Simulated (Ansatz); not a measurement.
## A frame of liquid hydrogen fluoride from 293 K (184 atoms): geometry optimisation

Wanted: the relaxed structure of a frame of liquid hydrogen fluoride from 293 K (184 atoms) and its electronic structure.

Program: Ansatz 0.2.0. Level of theory: Kohn-Sham DFT, r2SCAN, PAW (set soft_2), plane waves. Results are calculated unless marked as measured.

**1. Set-up**

The cell holds 184 atoms: 92 F and 92 H. Cell: a = 14.461 Å, b = 14.461 Å, c = 14.461 Å, α = 90.0°, β = 90.0°, γ = 90.0°. 92 hydrogen fluoride placed at random, at 1.01 g/cm³; overlaps pushed apart, then 10 ps at 393 K with a harmonic two-site HF with charges of 0.5 e and a 12-6 site on F. Snapshot after 20 ps at 293 K and fixed volume. The starting density is a measured one.

Before any run, some limits are plain. The starting topology of bonds comes from the classical model. Sampling is at Γ alone, for a cell whose shortest periodic width is 14 Å.

**2. Single point at the start**

A single point comes first, to see the forces before anything moves.

Input file input.yaml:

```yaml
crystal:
  lattice:
    - [14.46135, 0.0, 0.0]
    - [0.0, 14.46135, 0.0]
    - [0.0, 0.0, 14.46135]
  atoms:
    - { symbol: F, position: [0.23748, 0.45698, 0.97803] }
    - { symbol: H, position: [0.18822, 0.48768, 0.01202] }
    - { symbol: F, position: [0.10559, 0.50666, 0.04747] }
    - { symbol: H, position: [0.05183, 0.52836, 0.08316] }
    [... 174 atom lines left out ...]
    - { symbol: F, position: [0.85788, 0.81691, 0.97552] }
    - { symbol: H, position: [0.86594, 0.79854, 0.91162] }
    - { symbol: F, position: [0.37318, 0.97234, 0.55654] }
    - { symbol: H, position: [0.39636, 0.91819, 0.5327] }
    - { symbol: F, position: [0.52684, 0.6997, 0.48222] }
    - { symbol: H, position: [0.57899, 0.65598, 0.4804] }
kpoints:
  mp_grid: { grid: [1, 1, 1] }
hamiltonian:
  xc: r2scan
scf:
  occupations: { method: fermi_dirac, width: 0.05 }
output:
  forces: true
  stress: true
  populations: true
  dos:
    method: { smearing: { sigma: 0.1 } }
    de: 0.1
    projected: { site_lists: { F: [F], H: [H] } }
  eigenvalues: true
```

Started as:

```
> ansatz run input.yaml --threads 8 --pin off --max-ram 15872MiB --backend cpu --events-out ev --progress --plain --runs-dir out
```

Elapsed: 79 s, on 8 threads of Intel Xeon at 2.70GHz, shared host; peak memory 8.5 GiB.

Read from the output:

* free energy: -75981.0121 eV
* free energy per atom: -412.9403 eV/atom
* SCF cycles: 10
* pressure: 2.25 GPa
* r.m.s. force component: 0.7197 eV/Å
* longest force: 4.279 eV/Å
* Fermi energy: -2.404 eV
* gap (highest filled to lowest empty level): 8.267 eV
* spilling of the projection: 0.006669

The r.m.s. force component of 0.72 eV/Å and the pressure of 2.2 GPa set the starting point.

Length of the force by element:

```csv
element,coordination,atoms,mean length of the force (eV/Å),spread,least,most
F,all,92,1.18,0.699,0.271,4.28
H,all,92,0.917,0.624,0.125,4.08
```

**3. Relaxation**

The atoms are relaxed in the fixed cell, aiming at the force tolerance of the input.

input.yaml, the sections that differ from step 2:

```yaml
output:
  forces: true
relax:
  f_tol: 0.03
  max_steps: 200
# crystal, kpoints, hamiltonian, scf: as in step 2
```

Wall time 71 min (8 threads); peak memory 8.4 GiB.

Step by step (22 of 96):

```csv
step,energy less that of the first step (eV),largest force component (eV/Å)
1,0.0000,3.5025
6,-11.5618,0.7428
10,-13.1629,0.2945
15,-14.0417,0.1970
19,-14.3866,0.3853
24,-14.5676,0.0603
28,-14.6358,0.0881
33,-14.7525,0.1918
37,-14.8763,0.1480
42,-15.0439,0.3070
46,-15.1108,1.0079
51,-15.2142,0.3280
55,-15.2645,0.0570
60,-15.2817,0.3595
64,-15.3181,0.1822
69,-15.3485,0.0668
73,-15.3591,0.0199
78,-15.3732,0.2115
82,-15.3966,0.4297
87,-15.4191,0.0482
91,-15.4280,0.0506
96,-15.4331,0.0295
```

Relaxation steps 21, 25, 46, 58, 60 were tried and not accepted.

The atoms that moved most (Å):

```csv
atom,dx,dy,dz,length
F93,-1.754,2.683,0.953,3.344
F115,-1.633,-2.814,0.527,3.296
F21,2.481,-0.493,-2.083,3.276
H140,-1.714,2.702,0.492,3.238
H22,2.476,-1.172,-1.710,3.229
F89,2.444,-1.980,0.544,3.192
F167,0.276,-0.876,-3.019,3.155
H60,-1.959,2.336,-0.597,3.106
```

The relaxation changed the energy by -83.9 meV/atom, and atoms moved by 1.7 Å r.m.s., 3.3 Å at most.

**4. Local order after relaxation**

Density 1.01 g/cm³, 16.44 Å³ an atom.

g(r), total and by pair (bins of 0.2 Å):

```csv
r (Å),total,F-F,F-H,H-H
0.90,6.90,0.00,13.75,0.00
1.10,0.00,0.00,0.00,0.00
1.30,0.00,0.00,0.00,0.00
1.50,3.04,0.00,6.09,0.00
1.70,0.00,0.00,0.00,0.00
1.90,0.05,0.00,0.00,0.22
2.10,1.43,0.00,0.00,5.71
2.30,0.01,0.00,0.00,0.06
2.50,1.12,4.42,0.02,0.00
2.70,0.79,0.04,1.40,0.31
2.90,1.73,1.88,2.06,0.93
3.10,1.70,2.66,1.55,1.03
3.30,1.37,1.32,1.31,1.54
3.50,1.19,0.79,1.34,1.30
3.70,1.01,0.50,1.05,1.43
3.90,1.13,0.61,1.25,1.40
4.10,1.25,1.19,1.04,1.72
4.30,0.96,1.19,0.88,0.91
4.50,0.86,0.80,0.92,0.80
4.70,0.98,1.08,1.06,0.72
4.90,1.06,1.01,1.08,1.08
5.10,0.92,0.96,0.94,0.86
5.30,0.98,1.29,0.91,0.83
5.50,0.99,1.05,0.96,0.99
5.70,0.98,0.92,1.02,0.94
5.90,0.98,1.03,0.99,0.93
6.10,0.98,0.86,0.98,1.11
6.30,0.96,1.08,0.90,0.98
```

**5. Single point at the relaxed geometry**

The electronic structure is read at the final geometry, in a run of its own.

Input file input.yaml:

```yaml
crystal:
  lattice:
    - [14.46135, 0.0, 0.0]
    - [0.0, 14.46135, 0.0]
    - [0.0, 0.0, 14.46135]
  atoms:
    - { symbol: F, position: [0.22135, 0.4907, 0.99796] }
    - { symbol: H, position: [0.16002, 0.51354, 0.98493] }
    - { symbol: F, position: [0.06626, 0.55273, 0.96282] }
    - { symbol: H, position: [0.02102, 0.56357, 0.00999] }
    [... 174 atom lines left out ...]
    - { symbol: F, position: [0.99988, 0.75493, 0.98086] }
    - { symbol: H, position: [0.99927, 0.7395, 0.9148] }
    - { symbol: F, position: [0.4565, 0.00457, 0.5879] }
    - { symbol: H, position: [0.44914, 0.97592, 0.52783] }
    - { symbol: F, position: [0.49917, 0.77535, 0.42575] }
    - { symbol: H, position: [0.56287, 0.75485, 0.42487] }
kpoints:
  mp_grid: { grid: [1, 1, 1] }
hamiltonian:
  xc: r2scan
scf:
  occupations: { method: fermi_dirac, width: 0.05 }
output:
  forces: true
  stress: true
  populations: true
  dos:
    method: { smearing: { sigma: 0.15 } }
    de: 0.1
    projected: { site_lists: { F: [F], H: [H] } }
  eigenvalues: true
  write_density: true
  write_potential: true
  volumetric_format: npy
```

Run time: 2.1 min. Hardware: 8 threads; peak memory 8.6 GiB; 14 min of CPU time.

The program notes that the exchange-correlation potential is rough where the density is thin.

Read from the output:

| Item | Value |
| --- | --- |
| free energy | -75996.4452 eV |
| free energy per atom | -413.0242 eV/atom |
| SCF cycles | 8 |
| pressure | -0.1575 GPa |
| r.m.s. force component | 0.00389 eV/Å |
| longest force | 0.03176 eV/Å |
| Fermi energy | -2.679 eV |
| gap (highest filled to lowest empty level) | 8.972 eV |
| spilling of the projection | 0.006448 |

Löwdin charges by element (they lack the spilled electrons, 0.026 e an atom on average):

```csv
element,coordination,atoms,mean charge (e),spread,least,most
F,all,92,-0.438,0.0046,-0.448,-0.426
H,all,92,0.490,0.0032,0.482,0.497
```

Density of states as counts of states in windows of 1 eV (from the Fermi level), total and the larger projections:

```csv
from (eV),to (eV),total,F p,H s
-18,-11,0.0,0.0,0.0
-11,-10,43.1,32.3,8.6
-10,-9,49.3,38.3,7.7
-9,-8,44.0,36.0,4.4
-8,-7,47.6,40.8,2.9
-7,-6,0.6,0.6,0.0
-6,-5,189.8,188.6,0.4
-5,-4,177.6,176.9,0.1
-4,4,0.0,0.0,0.0
4,5,2.0,0.1,1.3
```

Between -26 and -18 eV lie 55 more states.

The stored curve holds about 607 of the 736 electrons; the rest, give or take the few that broadening carries across the Fermi level, lie in deeper levels below its range.

The levels nearest the highest filled one (over half full), pooled over k-points and spins:

```csv
level less the highest filled one (eV),occupation
-0.0661,2
-0.0481,2
-0.0434,2
-0.0416,2
-0.0202,2
0,2
8.97,0
9.77,0
9.79,0
9.89,0
9.97,0
10.00,0
```

Mean Löwdin charges: F -0.44, H +0.49 e (they miss 0.64 % of the electrons, so they add up to more than the cell's charge). The largest share in the top eV of filled states is F p (100 % of the projected weight), and in the lowest eV of empty states H s (78 % of the projected weight).

**6. Outcome**

```json
{"energy change in the relaxation": "-83.88 meV/atom", "r.m.s. displacement": "1.7 Å", "largest displacement": "3.344 Å", "free energy per atom": "-413.0242 eV/atom", "pressure": "-0.1575 GPa", "r.m.s. force component": "0.00389 eV/Å", "gap (highest filled to lowest empty level)": "8.972 eV", "wall time of the 3 DFT runs": "74 min"}
```

**Reading.** Relaxation lowers the energy by 83.9 meV/atom and moves atoms by 1.7 Å r.m.s.; the r.m.s. force component goes from 0.72 to 0.0039 eV/Å, the pressure goes from 2.2 to -0.16 GPa, and the gap from 8.27 to 8.97 eV. First to last step the energy falls by 15.433 eV; the largest move, 3.34 Å, is that of F93, with 1 other atom within 2 % of it. Between filled and empty levels lie 8.97 eV (at Γ alone); a semilocal functional tends to put such gaps too low. In a disordered cell it changes from sample to sample and from frame to frame.

Caveats: The starting topology of bonds comes from the classical model; in DFT atoms moved by 1.7 Å r.m.s.

[Logs are printed without paths, hosts, clocks, repeated set-up lines and the standing remarks that a program may print on its own settings, such as how far it seeks lower states.]

[Hosts, paths, dates, database ids (printed as entryN), source tags and the programs' standing remarks are cut or masked in the printed files.]
